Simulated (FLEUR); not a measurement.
# MnAu: which magnetic order is lowest, part 2 of 2

Wanted: the moments of MnAu and the energy of each order that was tried.

FLEUR MaX-R8.1; LDA (VWN); all-electron FLAPW, Dirac cores, scalar-relativistic bands.

So far, largest spin moment in the muffin-tin sphere (μB): step 2 (order 1, typed as ferro +) 3.90; step 3 (run 2 (antiferro q=(1/2,1/2,0) +-)) 3.93; step 4 (start 3: antiferro q=(0,1/2,1/2) +-) 3.91; step 5 (start 4: antiferro q=(0,0,1/2) +-) 3.94.

## (7) Energies of the orders

Free energies are divided by the number of seeded atoms, so that cells of unlike size compare. Wavevectors q in the names are fractions of the primitive cell's reciprocal vectors.

Orders:

```
                     start        final state  typed order kept  energy over the lowest (meV a seeded atom)  largest sphere moment (μB)  net moment (μB a primitive cell)  mesh matched  CPU time (s)
                   ferro +      ferromagnetic               yes                                       87.46                       3.905                             4.034           yes          77.4
antiferro q=(1/2,1/2,0) +-  antiferromagnetic               yes                                       164.3                       3.926                                 0           yes         329.9
antiferro q=(0,1/2,1/2) +-  antiferromagnetic               yes                                       163.7                       3.911                                 0           yes         339.2
  antiferro q=(0,0,1/2) +-  antiferromagnetic               yes                                           0                       3.944                                 0           yes         179.7
      no spin polarisation       non-magnetic                 -                                        1441                           0                                 0           yes         36.63
```

## (8) Spin–orbit coupling, moments along [001]

Spin–orbit coupling ties the spins to the lattice and lets orbital moments form.

A new self-consistent run of the start antiferro q=(0,0,1/2) +-, with the moments along z. The k list default-1 (kpts.xml, not shown) is a Γ-centred 8×8×4 mesh.

inp.xml reads:

```
<?xml version="1.0" encoding="UTF-8" standalone="no"?>
<fleurInput fleurInputVersion="0.39">
   <comment>
      MnAu
   </comment>
   <calculationSetup>
      <cutoffs Kmax="3.6" Gmax="10.8" GmaxXC="10.8" numbands="144"/>
      <scfLoop itmax="90" minDistance="0.00002" maxIterBroyd="15" imix="Anderson" alpha="0.05" precondParam="0.0" spinf="2.0" sdNocoIR="T"/>
      <coreElectrons ctail="T" frcor="F" kcrel="0" coretail_lmax="0"/>
      <xcFunctional name="vwn" relativisticCorrections="F"/>
      <magnetism jspins="2"/>
      <soc l_soc="T" theta="0.0" phi="0.0" spav="F"/>
      <expertModes spex="0" secvar="F"/>
      <geometryOptimization l_f="F" forcealpha="1.0" forcemix="BFGS" epsdisp="0.00001" epsforce="0.00001"/>
      <ldaU l_linMix="F" mixParam="0.05" spinf="1.0"/>
   </calculationSetup>
   <cell>
      <bzIntegration valenceElectrons="64.0" mode="hist" fermiSmearingEnergy="0.00183747">
         <kPointListSelection listName="default-1"/>
         <xi:include xmlns:xi="http://www.w3.org/2001/XInclude" href="kpts.xml"> </xi:include>
      </bzIntegration>
      <xi:include xmlns:xi="http://www.w3.org/2001/XInclude" href="sym.xml"> </xi:include>
      <bulkLattice scale="1.0">
         <bravaisMatrix>
            <row-1>    6.0258169366651346     0.0000000000000000     0.0000000000000000</row-1>
            <row-2>    0.0000000000000000     6.0258169366651346     0.0000000000000000</row-2>
            <row-3>    0.0000000000000000     0.0000000000000000    12.5094691598938592</row-3>
         </bravaisMatrix>
      </bulkLattice>
   </cell>
   <atomSpecies>
      <species name="Manganese 3.501" element="Mn" atomicNumber="25">
         <mtSphere radius="2.58" gridPoints="853" logIncrement="0.014"/>
         <atomicCutoffs lmax="10" lnonsphr="8"/>
         <electronConfig flipSpins="F">
            <coreConfig>(1s1/2) (2s1/2) (2p1/2) (2p3/2)</coreConfig>
            <valenceConfig>(3s1/2) (3p1/2) (3p3/2) (4s1/2) (3d3/2) (3d5/2)</valenceConfig>
            <stateOccupation state="(3d3/2)" spinUp="1.2505" spinDown="0.7495"/>
            <stateOccupation state="(3d5/2)" spinUp="3.0" spinDown="0.0"/>
         </electronConfig>
         <energyParameters s="4" p="4" d="3" f="4"/>
         <lo type="SCLO" l="0" n="3" eDeriv="0"/>
         <lo type="SCLO" l="1" n="3" eDeriv="0"/>
      </species>
      <species name="Manganese -3.501" element="Mn" atomicNumber="25">
         <mtSphere radius="2.58" gridPoints="853" logIncrement="0.014"/>
         <atomicCutoffs lmax="10" lnonsphr="8"/>
         <electronConfig flipSpins="F">
            <coreConfig>(1s1/2) (2s1/2) (2p1/2) (2p3/2)</coreConfig>
            <valenceConfig>(3s1/2) (3p1/2) (3p3/2) (4s1/2) (3d3/2) (3d5/2)</valenceConfig>
            <stateOccupation state="(3d3/2)" spinUp="0.7495" spinDown="1.2505"/>
            <stateOccupation state="(3d5/2)" spinUp="0.0" spinDown="3.0"/>
         </electronConfig>
         <energyParameters s="4" p="4" d="3" f="4"/>
         <lo type="SCLO" l="0" n="3" eDeriv="0"/>
         <lo type="SCLO" l="1" n="3" eDeriv="0"/>
      </species>
      <species name="Gold (Au)" element="Au" atomicNumber="79">
         <mtSphere radius="2.58" gridPoints="853" logIncrement="0.016"/>
         <atomicCutoffs lmax="10" lnonsphr="8"/>
         <electronConfig flipSpins="F">
            <coreConfig>(1s1/2) (2s1/2) (2p1/2) (2p3/2) (3s1/2) (3p1/2) (3p3/2) (4s1/2) (3d3/2) (3d5/2) (4p1/2) (4p3/2) (5s1/2) (4d3/2) (4d5/2) (4f5/2) (4f7/2)</coreConfig>
            <valenceConfig>(5p1/2) (5p3/2) (6s1/2) (5d3/2) (5d5/2)</valenceConfig>
            <stateOccupation state="(6s1/2)" spinUp="0.500000" spinDown="0.500000"/>
         </electronConfig>
         <energyParameters s="6" p="6" d="5" f="5"/>
         <lo type="SCLO" l="1" n="5" eDeriv="0"/>
      </species>
   </atomSpecies>
   <atomGroups>
      <atomGroup species="Manganese 3.501">
         <relPos label="                   1">1.000/2.000 1.000/2.000 .0000000000</relPos>
         <force calculate="T" relaxXYZ="TTT"/>
      </atomGroup>
      <atomGroup species="Manganese -3.501">
         <relPos label="                   2">1.000/2.000 1.000/2.000 1.000/2.000</relPos>
         <force calculate="T" relaxXYZ="TTT"/>
      </atomGroup>
      <atomGroup species="Gold (Au)">
         <relPos label="                   3">.0000000000 .0000000000 -1.000/4.000</relPos>
         <relPos label="                   4">.0000000000 .0000000000 1.000/4.000</relPos>
         <force calculate="T" relaxXYZ="TTT"/>
      </atomGroup>
   </atomGroups>
   <output dos="F" band="F" slice="F">
      <bandDOS minEnergy="-.5*Htr" maxEnergy="0.5*Htr" sigma="0.015" storeEVData="T"/>
      <plotting iplot="0" polar="F">
         <plot TwoD="T" vec1="  1.0  0.0  0.0" vec2="  0.0  1.0  0.0" vec3="  0.0  0.0  1.0" zero="  0.0  0.0  0.0" file="plot"/>
      </plotting>
      <moessbauerParams electricFieldGradient="F" isomerShift="F" coreHyperfine="F" valenceHyperfine="F"/>
   </output>
</fleurInput>
```

crystal.txt reads:

```
MnAu
&input film=F cartesian=F /
3.18872500000  0.00000000000  0.00000000000
0.00000000000  3.18872500000  0.00000000000
0.00000000000  0.00000000000  6.61972600000
1.8897261246
1.0 1.0 1.0

4
25 0.50000000000  0.50000000000  0.25000000000 : 3.501
25 0.50000000000  0.50000000000  0.75000000000 : -3.501
79 0.00000000000  0.00000000000  0.00000000000
79 0.00000000000  0.00000000000  0.50000000000

&soc 0.0000000 0.0000000 /
&kpt div1=8 div2=8 div3=4 gamma=T /
```

Run with:

```
> OMP_NUM_THREADS=1 inpgen -f crystal.txt > inpgen.log  # inp.xml is then edited as shown
> OMP_NUM_THREADS=1 mpirun -n 2 fleur_MPI > fleur.log
```

The job ended after 7.6 min (2 MPI ranks of Arm Neoverse V1, shared host; peak memory 0.39 GiB).

Spin moment in the muffin-tin sphere by atom:

```
atom  spin moment in the muffin-tin sphere (μB)
 Mn1                                       3.93
 Mn2                                      -3.93
 Au3                                       0.00
 Au4                                       0.00
```

Read from the output:

- free energy: -1099014.3709 eV
- program's band gap on this mesh (in a metal only a level spacing): 0.004123 eV
- magnetization: 0 μB
- final state: antiferromagnetic
- orbital moment along the spin: 0.00701 μB

Orbital moment in the sphere, along the spin axis by atom:

```
atom  orbital moment in the sphere, along the spin axis (μB)
 Mn1                                                  0.0070
 Mn2                                                 -0.0070
 Au3                                                  0.0000
 Au4                                                  0.0000
```

## (9) What came out

```yaml
lowest_state_found: antiferromagnetic (typed antiferro q=(0,0,1/2) +-)
largest_site_spin_moment: 3.94 μB
next_finished_state: ferromagnetic, 87.5 meV a seeded atom higher
energy_gained_by_spin_polarisation: 1441 meV a seeded atom
orbital_moment_on_the_atom_of_largest_spin_along_its_spin_spin_orbit_run: 0.00701 μB
```

In words: The lowest state found is antiferromagnetic, reached from the start antiferro q=(0,0,1/2) +-, with moments up to 3.94 μB. The next finished state costs 87 meV a seeded atom. Forming the largest moments gains far more than ordering them, so they should outlast the ordering temperature. On the atom of largest spin the orbital moment is almost quenched. Only 5 starts were tried; other patterns of signs, canted and longer-period orders were not.

[Logs and program files are shortened in this print: banners, set-up blocks, solver, clock and traceback lines can be left out without a mark of their own.]

[Logs are printed without paths, hosts, clocks, repeated set-up lines and the standing remarks that a program may print on its own settings, such as how far it seeks lower states.]

[Hosts, paths, dates, database ids (printed as entryN), source tags and the programs' standing remarks are cut or masked in the printed files.]

[Where a cell is said to come from a database of computed structures, the database is the Materials Project.]
